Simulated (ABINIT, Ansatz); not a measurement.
# K2NaYF6 (Fm-3m): one start, several treatments of the self-energy

Aim: compare treatments of exchange, screening and correlation for the gap of K2NaYF6 (Fm-3m).

Program: ABINIT 10.8.3. Level of theory: PBEsol and many-body steps on it, plane waves. Results are calculated unless marked as measured.

Most raw output is cut from this account.

### 1. Set-up

Symmetry: Fm-3m, No. 225, cubic system. The conventional cell has a = 8.917 Å, b = 8.917 Å, c = 8.917 Å, α = 90.00°, β = 90.00°, γ = 90.00°. Nearest to K lie 12 F at 3.15 Å. Na has 6 F at 2.28 Å nearest. Nearest to Y lie 6 F at 2.18 Å. Nearest to F lie 1 Y at 2.18 Å and 1 Na at 2.28 Å and 4 K at 3.15 Å. Farther neighbours and most contacts between anions are not listed.

The cell and positions are those that the Materials Project relaxed with its own functionals (PBE, PBE+U or r2SCAN), kept fixed.

### 2. Empty states on the mesh, 2×2×2 mesh, 556 bands

This step: ABINIT 10.8.3; DFT, PBEsol, plane waves, norm-conserving pseudopotentials.

The sums over transitions need many empty states on a uniform mesh; this step solves for them.

run.abi

```
acell 3*1.0 Angstrom
rprim 
  -0.000000000000 4.458286000000 4.458286000000
  4.458286000000 0.000000000000 4.458286000000
  4.458286000000 4.458286000000 0.000000000000
ntypat 4
znucl 19 11 39 9
natom 10
typat 1 1 2 3 4 4 4 4 4 4
xred 
  0.750000000000 0.750000000000 0.750000000000
  0.250000000000 0.250000000000 0.250000000000
  0.500000000000 0.500000000000 0.500000000000
  0.000000000000 -0.000000000000 0.000000000000
  0.755598000000 0.244402000000 0.244402000000
  0.244402000000 0.244402000000 0.755598000000
  0.244402000000 0.755598000000 0.755598000000
  0.244402000000 0.755598000000 0.244402000000
  0.755598000000 0.244402000000 0.755598000000
  0.755598000000 0.755598000000 0.244402000000
pp_dirpath "pseudos"
pseudos "K.upf, Na.upf, Y.upf, F.upf"
ecut 38
ngkpt 2 2 2
nshiftk 1
shiftk 0 0 0
kptopt 1
chksymbreak 0
iscf -2
irdden 1
istwfk *1
nband 556
nbdbuf 50
tolwfr 1e-09
nstep 60
prtvol 0
indata_prefix "in"
outdata_prefix "out"
tmpdata_prefix "tmp"
```

On the command line:

```bash
$ OMP_NUM_THREADS=1 mpirun -n 3 abinit run.abi > log
```

Run time: 9.3 min. Hardware: 3 MPI ranks of Arm Neoverse V2, shared host; peak memory 0.77 GiB; 28 min of CPU time.

Numbers from this step:

```
gap                                                           : 6.161 eV
k of the valence top                                          : 0, 0, 0
k of the conduction bottom                                    : 0, 0, 0
least direct gap                                              : 6.161 eV
k points computed                                             : 3
lowest point of the top converged band, above the valence top : 105.8994 eV
```

On this mesh the gap is 6.161 eV.

The density comes from a self-consistent run that is not shown.

### 3. Screening, 2×2×2 mesh, 230 bands, screening to 141.5 eV

The RPA dielectric matrix is built and inverted for each q.

This step: RPA screening on PBEsol, plane waves, norm-conserving pseudopotentials.

Edit run.abi of step 2 so:

```diff
@@ -28,10 +28,11 @@
 chksymbreak 0
-iscf -2
-irdden 1
 istwfk *1
-nband 556
-nbdbuf 50
-tolwfr 1e-09
-nstep 60
-prtvol 0
+occopt 1
+irdwfk 1
+optdriver 3
+nband 230
+ecuteps 5.2
+inclvkb 2
+awtr 1
+symchi 1
 indata_prefix "in"
```

On the command line:

```bash
$ OMP_NUM_THREADS=1 mpirun -n 4 abinit run.abi > log
```

Elapsed: 1.8 min, on 4 MPI ranks; peak memory 2.8 GiB.

This step gave:

- ε∞ with local fields, on this mesh, along the program's q direction: 1.932
- the same without local fields: 2.126
- plasma frequency: 24.95 eV
- plane waves in the screening matrix: 645

Local fields lower ε∞ by 9 %. On a Γ-centred mesh this coarse the value itself is usually too large, while a short band sum pulls it down.

### 4. G0W0, Godby-Needs plasmon pole

The self-energy is evaluated for the states that the input lists, and the levels follow from it, in one-shot runs by the linearised quasiparticle equation.

This step: G0W0 on PBEsol, plane waves, norm-conserving pseudopotentials.

Edit run.abi of step 3 so:

```diff
@@ -31,8 +31,15 @@
 irdwfk 1
-optdriver 3
+optdriver 4
 nband 230
+gwcalctyp 0
+ecutsigx 38
+symsigma 1
+nkptgw 1
+kptgw 
+  0.0000000000 0.0000000000 0.0000000000
+bdgw 
+  38 44
 ecuteps 5.2
-inclvkb 2
-awtr 1
-symchi 1
+irdscr 1
+ppmodel 1
 indata_prefix "in"
```

The job ended after 25 s (4 MPI ranks; peak memory 2.2 GiB; 100 s of CPU time).

This step gave:

```yaml
g0w0_gap_on_the_points_computed: 9.535 eV
starting_gap_on_the_mesh: 6.161 eV
k_of_the_valence_top: 0, 0, 0
k_of_the_conduction_bottom: 0, 0, 0
z_at_the_valence_top: 0.808
z_at_the_conduction_bottom: 0.902
least_direct_g0w0_gap_on_the_computed_points: 9.535 eV
```

The gap on the mesh goes from 6.16 eV to 9.54 eV, a correction of +3.37 eV.

### 5. G0W0, Engel-Farid plasmon pole

Edit run.abi of step 4 so:

```diff
@@ -43,3 +43,3 @@
 irdscr 1
-ppmodel 1
+ppmodel 4
 indata_prefix "in"
```

It took 15 s on 4 MPI ranks; peak memory 1.9 GiB.

This step gave:

```
G0W0 gap on the points computed              : 9.534 eV
starting gap on the mesh                     : 6.161 eV
k of the valence top                         : 0, 0, 0
k of the conduction bottom                   : 0, 0, 0
Z at the valence top                         : 0.823
Z at the conduction bottom                   : 0.91
least direct G0W0 gap on the computed points : 9.534 eV
```

Against G0W0 in ABINIT (2×2×2 mesh, 230 bands, screening to 141.5 eV, Godby-Needs plasmon pole), the gap moves by −0.001 eV.

### 6. G0W0, Hybertsen-Louie plasmon pole

Edit run.abi of step 5 so:

```diff
@@ -43,3 +43,3 @@
 irdscr 1
-ppmodel 4
+ppmodel 2
 indata_prefix "in"
```

Run time: 24 s. Hardware: 4 MPI ranks; peak memory 2 GiB.

Numbers from this step:

```
G0W0 gap on the points computed              : 10.13 eV
starting gap on the mesh                     : 6.161 eV
k of the valence top                         : 0, 0, 0
k of the conduction bottom                   : 0, 0, 0
least direct G0W0 gap on the computed points : 10.13 eV
```

Against G0W0 in ABINIT (2×2×2 mesh, 230 bands, screening to 141.5 eV, Godby-Needs plasmon pole), the gap moves by +0.591 eV.

### 7. One-shot Hartree-Fock

This step: one-shot Hartree-Fock on PBEsol, plane waves, norm-conserving pseudopotentials.

Edit run.abi of step 6 so:

```diff
@@ -32,4 +32,4 @@
 optdriver 4
-nband 230
-gwcalctyp 0
+nband 44
+gwcalctyp 5
 ecutsigx 38
@@ -41,5 +41,4 @@
   38 44
-ecuteps 5.2
-irdscr 1
-ppmodel 2
+ixc_sigma 40
+fftgw 31
 indata_prefix "in"
```

Elapsed: 5.2 s, on 4 MPI ranks; peak memory 0.51 GiB.

Numbers from this step:

| Item | Value |
| --- | --- |
| quasiparticle gap on the points computed | 17.65 eV |
| starting gap on the mesh | 6.161 eV |
| k of the valence top | 0, 0, 0 |
| k of the conduction bottom | 0, 0, 0 |
| least direct quasiparticle gap on the computed points | 17.65 eV |

Against G0W0 in ABINIT (2×2×2 mesh, 230 bands, screening to 141.5 eV, Godby-Needs plasmon pole), the gap moves by +8.113 eV.

### 8. Screening, 2×2×2 mesh, 230 bands, screening to 141.5 eV

This step: RPA screening on PBEsol, plane waves, norm-conserving pseudopotentials.

Edit run.abi of step 7 so:

```diff
@@ -31,14 +31,14 @@
 irdwfk 1
-optdriver 4
-nband 44
-gwcalctyp 5
-ecutsigx 38
-symsigma 1
-nkptgw 1
-kptgw 
-  0.0000000000 0.0000000000 0.0000000000
-bdgw 
-  38 44
-ixc_sigma 40
-fftgw 31
+optdriver 3
+nband 230
+ecuteps 5.2
+inclvkb 2
+awtr 1
+symchi 1
+gwcalctyp 2
+nfreqre 16
+freqremax 40 eV
+nfreqim 8
+spmeth 1
+nomegasf 120
 indata_prefix "in"
```

Elapsed: 2.6 min, on 4 MPI ranks; peak memory 5.2 GiB; 10 min of CPU time.

This step gave:

| Quantity | Value |
| --- | --- |
| ε∞ with local fields, on this mesh, along the program's q direction | 1.933 |
| the same without local fields | 2.128 |
| plasma frequency | 24.95 eV |
| plane waves in the screening matrix | 645 |

### 9. G0W0, contour deformation

This step: G0W0 on PBEsol, plane waves, norm-conserving pseudopotentials.

Edit run.abi of step 8 so:

```diff
@@ -31,14 +31,14 @@
 irdwfk 1
-optdriver 3
+optdriver 4
 nband 230
+gwcalctyp 2
+ecutsigx 38
+symsigma 1
+nkptgw 1
+kptgw 
+  0.0000000000 0.0000000000 0.0000000000
+bdgw 
+  38 44
 ecuteps 5.2
-inclvkb 2
-awtr 1
-symchi 1
-gwcalctyp 2
-nfreqre 16
-freqremax 40 eV
-nfreqim 8
-spmeth 1
-nomegasf 120
+irdscr 1
 indata_prefix "in"
```

It took 17 s on 4 MPI ranks; peak memory 3.1 GiB.

Numbers from this step:

```
G0W0 gap on the points computed              : 9.493 eV
starting gap on the mesh                     : 6.161 eV
k of the valence top                         : 0, 0, 0
k of the conduction bottom                   : 0, 0, 0
least direct G0W0 gap on the computed points : 9.493 eV
```

Against G0W0 in ABINIT (2×2×2 mesh, 230 bands, screening to 141.5 eV, Godby-Needs plasmon pole), the gap moves by −0.042 eV.

### 10. Side by side

Times are wall times on 4 MPI ranks of Arm Neoverse V2, shared host, good to a factor of about two. A run's time includes the screening step that it read.

| run | mesh | bands | screening cutoff (eV) | DFT gap (eV) | gap on the mesh (eV) | direct (eV) | ε∞ used | time |
| --- | --- | --- | --- | --- | --- | --- | --- | --- |
| G0W0, Godby-Needs plasmon pole | 2×2×2 | 230 | 141.5 | 6.161 | 9.535 | 9.535 | 1.93 | 2.2 min |
| G0W0, Engel-Farid plasmon pole | 2×2×2 | 230 | 141.5 | 6.161 | 9.534 | 9.534 | 1.93 | 2.1 min |
| G0W0, Hybertsen-Louie plasmon pole | 2×2×2 | 230 | 141.5 | 6.161 | 10.126 | 10.126 | 1.93 | 2.2 min |
| one-shot Hartree-Fock | 2×2×2 | - | - | 6.161 | 17.648 | 17.648 | - | 5.2 s |
| G0W0, contour deformation | 2×2×2 | 230 | 141.5 | 6.161 | 9.493 | 9.493 | 1.93 | 2.9 min |

### 11. Outcome

```yaml
g0w0_godby_needs_plasmon_pole: 9.535 eV
g0w0_engel_farid_plasmon_pole: 9.534 eV
g0w0_hybertsen_louie_plasmon_pole: 10.126 eV
one_shot_hartree_fock: 17.648 eV
g0w0_contour_deformation: 9.493 eV
known_limits: not at the basis limit; no spin-orbit coupling; coarse k mesh
```

**Reading.** G0W0, Engel-Farid plasmon pole: −0.001 eV against G0W0, Godby-Needs plasmon pole. G0W0, Hybertsen-Louie plasmon pole: +0.591 eV against G0W0, Godby-Needs plasmon pole. One-shot Hartree-Fock: +8.113 eV against G0W0, Godby-Needs plasmon pole. G0W0, contour deformation: −0.042 eV against G0W0, Godby-Needs plasmon pole. Bare exchange alone opens the gap to 17.65 eV; against G0W0, correlation takes back 8.11 eV. Bands and cutoff are finite, so the gap is not at the basis limit. The miss can reach some tenths of an eV and take either sign; the mesh is an error of its own. In the G0W0 runs levels were corrected at 1 k point alone, so a gap called «on the mesh» is the least over those, and an edge elsewhere would be missed. The 2×2×2 mesh is coarse for this cell, which bears on the long-range parts of exchange and screening. The many-body steps are scalar-relativistic: spin-orbit coupling is not in them.

[Paths, hosts, dates, memory and timing lines, banners, echoed tables and standing remarks are left out of the program output.]

[Logs are printed without paths, hosts, clocks, repeated set-up lines and the standing remarks that a program may print on its own settings, such as how far it seeks lower states.]

[Runs of the session that timed out or met a known fault of the program may be left out.]

[Hosts, paths, dates, database ids (printed as entryN), source tags and the programs' standing remarks are cut or masked in the printed files.]

[G0W0 gaps are taken among the corrected bands and points alone; a level outside them can change the order at an edge.]

[Where Ansatz stands beside ABINIT at settings called matched, ABINIT's density can come from a denser mesh and the files from another edition; pairs whose starting gaps differed by over 0.03 eV were left out, so agreement reads better than it is.]
